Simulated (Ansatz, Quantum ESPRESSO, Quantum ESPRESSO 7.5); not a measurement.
# honeycomb PN, 2 layers, AB stacking in an electric field

How does honeycomb PN, 2 layers, AB stacking respond to a gate-like field without added charge?

Program: Quantum ESPRESSO 7.5. Level of theory: plane-wave DFT, vdW-DF-cx, GBRV ultrasoft pseudopotentials made under PBE (geometry and cross-check by Ansatz 0.2.0 with PAW datasets; geometry under PBE-D3(BJ)). Results are calculated unless marked as measured.

## (1) Starting point

The cell holds 4 atoms: 2 N and 2 P. Its edges and angles: a = 2.730 Å, b = 2.730 Å, c = 22.020 Å, α = 90.0°, β = 90.0°, γ = 120.0°. It derives from PN. Vacuum lies along c.

This sheet is a model structure: its symmetry is held, and its stability is not tested here.

## (2) Relaxation with Ansatz

A relaxation in Ansatz fixes the structure of this slab for the runs on it.

Input file input.yaml:

```yaml
crystal:
  lattice:
    - [2.73, 0.0, 0.0]
    - [-1.365, 2.3642493523, 0.0]
    - [0.0, 0.0, 22.02]
  atoms:
    - { symbol: "N", position: [0.6666666667, 0.3333333333, 0.3860127157] }
    - { symbol: P, position: [0.3333333333, 0.6666666667, 0.4250681199] }
    - { symbol: "N", position: [0.0, 0.0, 0.5749318801] }
    - { symbol: P, position: [0.6666666667, 0.3333333333, 0.6139872843] }
kpoints:
  mp_grid: { grid: [12, 12, 1] }
hamiltonian:
  xc: pbe
  dispersion: d3bj
scf:
  occupations: { method: fermi_dirac, width: 0.05 }
  convergence: { dr2_threshold: 1.0e-08 }
efield:
  axis: 3
  dipole_correction: true
  ramp_position: 0.97
  ramp_width: 0.04
relax:
  f_tol: 0.01
  cell: { fix: [c, alpha, beta] }
output:
  write_potential: true
  write_density: true
  volumetric_format: npy
```

Started as:

```
$ ansatz run input.yaml --threads 4 --pin off --max-ram 8192MiB --backend cpu --events-out ev --progress --plain --runs-dir out
```

Numbers of over 12 decimals in the logs are rounded to 6 here.

What it wrote:

```text
Warning: relax.cell: scf.convergence.dr2_threshold = 1e-8 eV is looser than the 4e-10 eV advised for a relaxation that steers and ends on the stress (1e-10 eV for each atom of the cell: 4). What an SCF threshold leaves in a stress goes as its square root, and in the free energy as the threshold itself, and one threshold admits the most on a small cell: [figures from the program's tests cut] Set scf.convergence.dr2_threshold to 4e-10 eV or tighter. The threshold is an SCF's pass mark: one that does not reach it within its budget of iterations ends unconverged, or closes short of it on a stop that the run arms, and scf.convergence.dr2_threshold's page says what that costs each kind of run
Engine: ansatz 0.2.0, aarch64-unknown-linux-gnu
Pseudopotentials: kind: paw
Pseudopotential: N, paw, valence charge 5, recommended cutoff 420 eV (normal), N.paw.azcp
Pseudopotential: P, paw, valence charge 5, recommended cutoff 420 eV (normal), P.paw.azcp
Functional definition: PBE
  parameter kappa = 0.804
  parameter beta = 0.066725
  exchange = pbe_x(kappa = kappa, mu = beta*pi^2/3)
  correlation = pbe_c(beta = beta)
Crystal: 4 atoms, lattice volume = 142.126 Å³
Basis set: ecut = 420 eV, 2803 PW (Γ), exchange–correlation on 40×40×300 points (8 copies of the dense FFT grid, shifted against one another)
Bands: 14, of which v1, the nominal top of the filled ones, is band 10 counted from 1 (9 counted from 0)
Symmetry: 6 space group operations
Space group: P3m1 (ITA 156), of the structure as read, at distance tolerance 5.2e-5 Å
k-points: 19 of 144 (time reversal used)
Non-local potential: N, projectors of the file, l = 0: 2, l = 1: 2, l = 2: 1
Non-local potential: P, projectors of the file, l = 0: 2, l = 1: 2, l = 2: 2
PAW form: soft (Blöchl's): semilocal exchange-correlation on the pseudo side does not see the compensation charge
PAW one-centre angular grid: N, 110 points (default); XC on 64 Gauss nodes
PAW one-centre angular grid: P, 110 points (default); XC on 64 Gauss nodes
Initial density: superposition of atomic densities (neutral atoms: chi_scale 0, normalization atom), corrected by the library's trained network
Initial wavefunctions: pseudopotential atomic-orbital guess
Functional: x = pbe(κ = 0.804, μ = 0.219515), c = pbe(β = 0.066725)
SCF iter   1: F=—  HF=-2278.880091 eV  |F-HF|=—  |Δ(HF+E_count)|=         —  Δρ=6.50e-3  dr2=8.33e-2  ethr=1.77e-3  p=0.053 e·Å  D=6.69e-2 V/Å  ΔV_dip=-1.47 eV  dr2_dipole=6.74e-3  V_vac-E_F(+/−)=4.79/6.26 eV  ⟨swp⟩=9.2  Hψ=2313  notcnv=0
efield: sawtooth ramp at fractional position 0.9700 (set: `efield.ramp_position`, or a place that a band, a saddle search or an elastic batch's reference lends), width 0.0400; the density the first Hamiltonian is built on has a dipole p = 0.053 e·Å; the dipole correction subtracts the counter field D = 6.69e-2 V/Å, which shifts the + side's vacuum level by -1.47 eV against the − side's; the planar-averaged density in the ramp window peaks in size at 7.3e-5 e/Å³
preconditioner: auto → none  [insulator: Δε(μ)=0.702 eV  Ē_g=12.085 eV  σ=0.050 eV  W_gap=1.00  n_scr=12 (ndim 8)  ℏωp=13.9 eV  f_vac=0.604  D(μ)=0.00/eV (n_scr^D=0)  ε∞_Penn≈2.3]
SCF iter   2: F=—  HF=-2278.883775 eV  |F-HF|=—  |Δ(HF+E_count)|=   3.68e-3  Δρ=6.01e-3  dr2=1.18e-1  ethr=4.17e-4  p=0.001 e·Å  D=1.37e-3 V/Å  ΔV_dip=-0.03 eV  dr2_dipole=3.26e-2  V_vac-E_F(+/−)=5.94/5.97 eV  ⟨swp⟩=4.4  Hψ=792  notcnv=0
SCF iter   3: F=—  HF=-2278.859938 eV  |F-HF|=—  |Δ(HF+E_count)|=   2.38e-2  Δρ=2.14e-3  dr2=8.19e-3  ethr=4.17e-4  p=0.048 e·Å  D=6.16e-2 V/Å  ΔV_dip=-1.36 eV  dr2_dipole=8.05e-4  V_vac-E_F(+/−)=5.21/6.57 eV  ⟨swp⟩=3.2  Hψ=648  notcnv=0
SCF iter   4: F=—  HF=-2278.859043 eV  |F-HF|=—  |Δ(HF+E_count)|=   8.94e-4  Δρ=8.30e-4  dr2=5.53e-4  ethr=4.10e-5  p=0.046 e·Å  D=5.85e-2 V/Å  ΔV_dip=-1.29 eV  dr2_dipole=1.11e-7  V_vac-E_F(+/−)=5.33/6.62 eV  ⟨swp⟩=2.9  Hψ=500  notcnv=0
SCF iter   5: F=—  HF=-2278.859308 eV  |F-HF|=—  |Δ(HF+E_count)|=   2.65e-4  Δρ=3.14e-4  dr2=4.21e-4  ethr=2.76e-6  p=0.049 e·Å  D=6.26e-2 V/Å  ΔV_dip=-1.38 eV  dr2_dipole=2.99e-7  V_vac-E_F(+/−)=5.35/6.72 eV  ⟨swp⟩=2.4  Hψ=524  notcnv=0
SCF iter   6: F=—  HF=-2278.859247 eV  |F-HF|=—  |Δ(HF+E_count)|=   6.11e-5  Δρ=8.24e-5  dr2=5.94e-6  ethr=2.11e-6  p=0.049 e·Å  D=6.26e-2 V/Å  ΔV_dip=-1.38 eV  dr2_dipole=5.03e-7  V_vac-E_F(+/−)=5.33/6.71 eV  ⟨swp⟩=2.0  Hψ=342  notcnv=0
SCF iter   7: F=—  HF=-2278.859243 eV  |F-HF|=—  |Δ(HF+E_count)|=   3.66e-6  Δρ=3.11e-5  dr2=7.05e-7  ethr=2.97e-8  p=0.049 e·Å  D=6.30e-2 V/Å  ΔV_dip=-1.39 eV  dr2_dipole=6.02e-9  V_vac-E_F(+/−)=5.33/6.72 eV  ⟨swp⟩=2.8  Hψ=566  notcnv=0
SCF iter   8: F=—  HF=-2278.859245 eV  |F-HF|=—  |Δ(HF+E_count)|=   2.14e-6  Δρ=6.32e-6  dr2=3.50e-8  ethr=3.53e-9  p=0.050 e·Å  D=6.31e-2 V/Å  ΔV_dip=-1.39 eV  dr2_dipole=1.42e-11  V_vac-E_F(+/−)=5.33/6.72 eV  ⟨swp⟩=2.8  Hψ=482  notcnv=0
SCF iter   9: F=-2278.859246 eV  HF=-2278.859246 eV  |F-HF|=1.76e-8  |Δ(HF+E_count)|=   2.86e-8  Δρ=1.98e-6  dr2=3.80e-9  ethr=5.00e-11  p=0.050 e·Å  D=6.31e-2 V/Å  ΔV_dip=-1.39 eV  dr2_dipole=6.52e-10  V_vac-E_F(+/−)=5.33/6.72 eV  ⟨swp⟩=10.7  Hψ=2053  notcnv=0
SCF 1 converged in 9 iterations: F = -2278.859246 eV  dr2 = 3.80e-9
  greatest PAW one-centre occupation: 0.811 electrons in one spin orbital (limit 2), on the N atom at site 2 (counted from 0), in its partial waves of l = 0
relax step   1: F+E_penalty+E_count = -2278.85924554 eV  Δ(F+E_penalty+E_count) = +0.000e0 eV  max|allowed force component| = 1.293e-1 eV/Å  Δτ_max = 0.0000 Å  P = -0.412 GPa  Ω = 142.126 Å³  fix = [c, alpha, beta]  reactions: c +0.345 GPa  (9 SCF iters, accepted)
Crystal: 4 atoms, lattice volume = 140.759 Å³
Basis set: ecut = 420 eV, 2779 PW (Γ), exchange–correlation on 40×40×300 points (8 copies of the dense FFT grid, shifted against one another)
Initial density: handed on by an earlier stage of this run
Initial wavefunctions: those handed on with the density
iter 1 solved again at ethr=1.49e-3 eV; its pass at ethr=3.10e-3 eV (dr2=2.97e-1 eV) is discarded
SCF iter   1: F=—  HF=-2278.900371 eV  |F-HF|=—  |Δ(HF+E_count)|=         —  Δρ=2.20e-2  dr2=2.96e-1  ethr=1.49e-3  p=0.049 e·Å  D=6.31e-2 V/Å  ΔV_dip=-1.39 eV  dr2_dipole=1.81e-3  V_vac-E_F(+/−)=5.47/6.86 eV  ⟨swp⟩=1.0  Hψ=2756  notcnv=0
[...]
relax step   4: F+E_penalty+E_count = -2278.86766168 eV  Δ(F+E_penalty+E_count) = -2.532e-4 eV  max|allowed force component| = 1.251e-2 eV/Å  Δτ_max = 0.0295 Å  P = -0.055 GPa  Ω = 140.640 Å³  energy of the carried Pulay correction = +1.233e-3 eV  fix = [c, alpha, beta]  reactions: c -0.009 GPa  (9 SCF iters, accepted)
[...]
relax step   5: F+E_penalty+E_count = -2278.86778798 eV  Δ(F+E_penalty+E_count) = -1.263e-4 eV  max|allowed force component| = 7.244e-3 eV/Å  Δτ_max = 0.0095 Å  P = -0.036 GPa  Ω = 140.572 Å³  energy of the carried Pulay correction = +1.289e-3 eV  fix = [c, alpha, beta]  reactions: c -0.025 GPa  (8 SCF iters, accepted)
[...]
relax step   6: F+E_penalty+E_count = -2278.86665736 eV  Δ(F+E_penalty+E_count) = +1.131e-3 eV  max|allowed force component| = 7.397e-3 eV/Å  Δτ_max = 0.0000 Å  P = -0.049 GPa  Ω = 140.572 Å³  fix = [c, alpha, beta]  reactions: c -0.018 GPa  stress off target by 6.50e-2 GPa on what of the cell is left free  SCF on the basis re-selected at this cell (its energy is not comparable with the rows above)  (4 SCF iters)
[...]
relax step   7: F+E_penalty+E_count = -2278.86674100 eV  Δ(F+E_penalty+E_count) = -8.364e-5 eV  max|allowed force component| = 4.046e-2 eV/Å  Δτ_max = 0.0014 Å  P = +0.061 GPa  Ω = 140.402 Å³  energy of the carried Pulay correction = +1.339e-4 eV  fix = [c, alpha, beta]  (7 SCF iters, rejected (line search))
[...]
relax step   8: F+E_penalty+E_count = -2278.86674629 eV  Δ(F+E_penalty+E_count) = -8.893e-5 eV  max|allowed force component| = 1.676e-3 eV/Å  Δτ_max = 0.0003 Å  P = -0.012 GPa  Ω = 140.487 Å³  energy of the carried Pulay correction = +6.706e-5 eV  fix = [c, alpha, beta]  reactions: c -0.008 GPa  (7 SCF iters, accepted)
iter 1 solved again at ethr=9.38e-7 eV; its pass at ethr=3.10e-3 eV (dr2=1.88e-4 eV) is discarded
SCF iter   1: F=—  HF=-2278.866690 eV  |F-HF|=—  |Δ(HF+E_count)|=         —  Δρ=3.07e-6  dr2=7.11e-9  ethr=9.38e-7  p=0.052 e·Å  D=6.73e-2 V/Å  ΔV_dip=-1.48 eV  dr2_dipole=4.23e-11  V_vac-E_F(+/−)=5.31/6.79 eV  ⟨swp⟩=4.2  Hψ=3284  notcnv=0
efield: sawtooth ramp at fractional position 0.9700 (set: `efield.ramp_position`, or a place that a band, a saddle search or an elastic batch's reference lends), width 0.0400; the density the first Hamiltonian is built on has a dipole p = 0.052 e·Å; the dipole correction subtracts the counter field D = 6.73e-2 V/Å, which shifts the + side's vacuum level by -1.48 eV against the − side's; the planar-averaged density in the ramp window peaks in size at 5.6e-7 e/Å³
eigensolver tolerance schedule: the retry pair's looser diagonalisation over-reported the residual by 26389.34 of it (diagonalisation noise at an unbounded share of the residual, at the tolerance the schedule requests for it); recorded, not acted on — ethr = c·dr2/N_el stays at c = 1.0e-1
preconditioner: auto → none  [insulator: Δε(μ)=0.985 eV  Ē_g=12.251 eV  σ=0.050 eV  W_gap=1.00  n_scr=12 (ndim 8)  ℏωp=14.0 eV  f_vac=0.596  D(μ)=0.00/eV (n_scr^D=0)  ε∞_Penn≈2.3]
SCF iter   2: F=—  HF=-2278.866695 eV  |F-HF|=—  |Δ(HF+E_count)|=   5.21e-6  Δρ=3.30e-6  dr2=1.72e-8  ethr=3.56e-11  p=0.052 e·Å  D=6.73e-2 V/Å  ΔV_dip=-1.48 eV  dr2_dipole=1.41e-9  V_vac-E_F(+/−)=5.31/6.79 eV  ⟨swp⟩=16.1  Hψ=2788  notcnv=0
SCF iter   3: F=-2278.866695 eV  HF=-2278.866695 eV  |F-HF|=8.90e-10  |Δ(HF+E_count)|=   2.94e-9  Δρ=1.16e-6  dr2=1.41e-9  ethr=3.56e-11  p=0.052 e·Å  D=6.73e-2 V/Å  ΔV_dip=-1.48 eV  dr2_dipole=3.08e-10  V_vac-E_F(+/−)=5.31/6.79 eV  ⟨swp⟩=7.9  Hψ=1957  notcnv=0
SCF 9 converged in 3 iterations: F = -2278.866695 eV  dr2 = 1.41e-9
relax step   9: F+E_penalty+E_count = -2278.86669488 eV  Δ(F+E_penalty+E_count) = +5.141e-5 eV  max|allowed force component| = 1.711e-3 eV/Å  Δτ_max = 0.0000 Å  P = -0.013 GPa  Ω = 140.487 Å³  fix = [c, alpha, beta]  reactions: c -0.008 GPa  stress off target by 1.52e-2 GPa on what of the cell is left free  SCF on the basis re-selected at this cell (its energy is not comparable with the rows above)  (3 SCF iters)
basis re-selected at this cell: Δ(F+E_penalty+E_count) = +5.141e-5 eV, ΔP = -0.000 GPa vs the last step (what re-selecting the basis moved, of the pressure what is left beyond the Pulay correction that the steps carried, after the strain that the cell walked since its last selection, with what the two solves' SCF thresholds leave and, on support functions, any second-order correction that the steps lacked; it is no m [...]
WARN: The output density's exchange-correlation potential varies sharply where the density is thin. Do not read a vacuum level from v_tot or v_xc, or from such a field of the output density. On a cell that repeats whose density bears no net charge and no dipole along the vacuum's axis use v_es (v_loc + v_h of the components); under efield.dipole_correction with no amplitude use v_es + v_field, which holds any externa [...]
SCF converged after 3 iterations
Free energy (F): -2278.866695 eV
Harris-Foulkes:  -2278.866695 eV  (|F-HF|=8.90e-10)
Internal energy: -2278.866689 eV  (E = F + TS)
E sigma→0 (E₀):  -2278.866692 eV
Entropy (-TS):   -0.000006 eV (-0.002 meV/atom)
Fermi energy:    -1.061479 eV
Dipole field:    D = 0.067266 V/Å  (p = 0.052224 e·Å, saw-weighted, corrected)
Work function:   Φ+ = 5.3133 eV   Φ− = 6.7945 eV
Levels:          The Fermi level and band energies are counted from a zero that moves with the ramp; work functions are not
--- Per-component energies (eV) ---
  E_band       = -187.673055
  E_kinetic    = 406.546148
  E_local      = -9495.587519  (includes V_loc(G=0)·N_el)
  E_nonlocal   = 158.026835
  E_hartree    = 4535.822976
  E_xc         = -244.176363
  E_vxc        = -275.629513  (∫ρ·V_xc dr)
  E_paw        = -1392.305907  (= ΣΔE_a)
  E_vpaw       = -52.382208  (= ΣTr[D̂ρ^β])
  E_aug_tail   = 0.000187  (compensation charges beyond the density's cutoff)
  E_efield     = 0.001756  (sawtooth field / dipole correction)
  E_vefield    = -0.292726  (∫n·V_field dr)
  E_ewald      = 3753.559700
  E_disp       = -0.754503  (pairwise vdW)
  E_smearing   = -0.000006  (= −TS)
  E_closure    = 0.000000  (closes the sum)
  Σ components = -2278.866695   (vs F -2278.866695, Δ=0.00e0)
--- Forces (eV/Å), atoms counted from 1 ---
  atom   1  N     -0.00000000     0.00000000     0.00136663
  atom   2  P      0.00000000     0.00000000    -0.00143817
  atom   3  N      0.00000000     0.00000000     0.00171466
  atom   4  P      0.00000000     0.00000000    -0.00162820
  max |Σ_I F_I| component: 1.49e-5 eV/Å
--- Stress (GPa, compression-positive) ---
       -0.015205       0.000000       0.000000
        0.000000      -0.015205       0.000000
        0.000000       0.000000      -0.008040
  P = ⅓ Tr σ = -0.0128 GPa (-0.128 kbar)
--- Band table (eV; the first three rows and the last of 19) ---
  k-point 0: bands = [... 6 lower, -4.0148, -4.0148, -3.4619, -2.1923, 2.3837, 3.3651, 3.9695, 4.4537]
  k-point 1: bands = [... 6 lower, -4.8098, -4.2038, -3.2871, -2.0471, 2.8036, 3.7665, 3.9549, 4.3024]
  k-point 2: bands = [... 6 lower, -5.4425, -4.6680, -2.9874, -1.8172, 2.4907, 3.2582, 3.9276, 5.0214]
  k-point 18: bands = [... 6 lower, -5.3138, -4.5298, -3.2756, -2.5552, -0.0690, 0.6689, 3.6578, 4.3312]
--- Relaxed structure (7 steps of the walk, 6 accepted, 2 SCFs on fresh bases) ---
  F+E_penalty+E_count = -2278.86669488 eV   max|allowed force component| = 1.711e-3 eV/Å   (the final SCF, on the basis selected at the relaxed cell)
  cell:  # Å, volume = 140.4873 Å³
    - [2.714217, 0, 0]
    - [-1.357108, 2.350581, 0]
    - [0, 0, 22.02]
  atoms:
    - { symbol: N, position: [0.666667, 0.333333, 0.382699] }
    - { symbol: P, position: [0.333333, 0.666667, 0.422177] }
    - { symbol: N, position: [-2.3129646347434483e-17, -1.8503717076008884e-17, 0.577855] }
    - { symbol: P, position: [0.666667, 0.333333, 0.617269] }
```

Elapsed: 12 s, on 4 threads of Arm Neoverse V2, shared host; peak memory 0.46 GiB; 33 s of CPU time.

The steps of the relaxation:

```tsv
step	energy less that of the first step (eV)	largest force component (eV/Å)	pressure (GPa)	volume (Å³)
1	0.0000	0.1293	-0.41	142.13
2	-0.0034	0.0951	-0.24	140.76
3	-0.0082	0.0819	-0.12	140.56
4	-0.0084	0.0125	-0.06	140.64
5	-0.0085	0.0072	-0.04	140.57
6*	-0.0074	0.0074	-0.05	140.57
7	-0.0075	0.0405	0.06	140.40
8	-0.0075	0.0017	-0.01	140.49
9*	-0.0074	0.0017	-0.01	140.49
```

Relaxation steps marked * repeat the geometry before them on a plane-wave basis chosen anew for their cell, so energy and pressure can jump there. Relaxation step 7 was tried and not accepted.

```tsv
cell as run	before	after	change
a (Å)	2.730	2.714	-0.6 %
b (Å)	2.730	2.714	-0.6 %
```

The atoms that moved most (Å, along periodic axes as changes of fractional coordinates times the final cell, across vacuum about the mean position):

```tsv
atom	dx	dy	dz	length
N1	0.000	0.000	-0.073	0.073
P4	0.000	0.000	0.072	0.072
N3	0.000	0.000	0.064	0.064
P2	0.000	0.000	-0.064	0.064
```

The relaxed structure:

```cif
data_structure
_symmetry_space_group_name_H-M 'P 1'
_symmetry_Int_Tables_number 1
_cell_length_a 2.7142
_cell_length_b 2.7142
_cell_length_c 22.0200
_cell_angle_alpha 90.000
_cell_angle_beta 90.000
_cell_angle_gamma 120.000
_cell_volume 140.49
loop_
_atom_site_label
_atom_site_type_symbol
_atom_site_fract_x
_atom_site_fract_y
_atom_site_fract_z
_atom_site_occupancy
N1 N 0.66667 0.33333 0.38270 1
P2 P 0.33333 0.66667 0.42218 1
N3 N 0.00000 0.00000 0.57785 1
P4 P 0.66667 0.33333 0.61727 1
```

Read from the output:

```
free energy                                                      : -2278.8667 eV
Fermi energy                                                     : -1.061 eV
gap by band count                                                : 0.9851 eV
symmetry operations                                              : 6
dipole along the normal                                          : 0.05222 e·Å
vacuum level at the upper face over a Fermi level inside the gap : 5.313 eV
vacuum level at the lower face over a Fermi level inside the gap : 6.794 eV
```

[end of part 1 of 6]

[Logs are printed without paths, hosts, clocks, repeated set-up lines and the standing remarks that a program may print on its own settings, such as how far it seeks lower states.]

[Hosts, paths, dates, database ids (printed as entryN), source tags and the programs' standing remarks are cut or masked in the printed files.]

[Maps of the electrostatic potential energy from Ansatz leave out the sawtooth potential of an applied field or a dipole correction, so their vacuum need not be flat; planar profiles and work functions include it.]
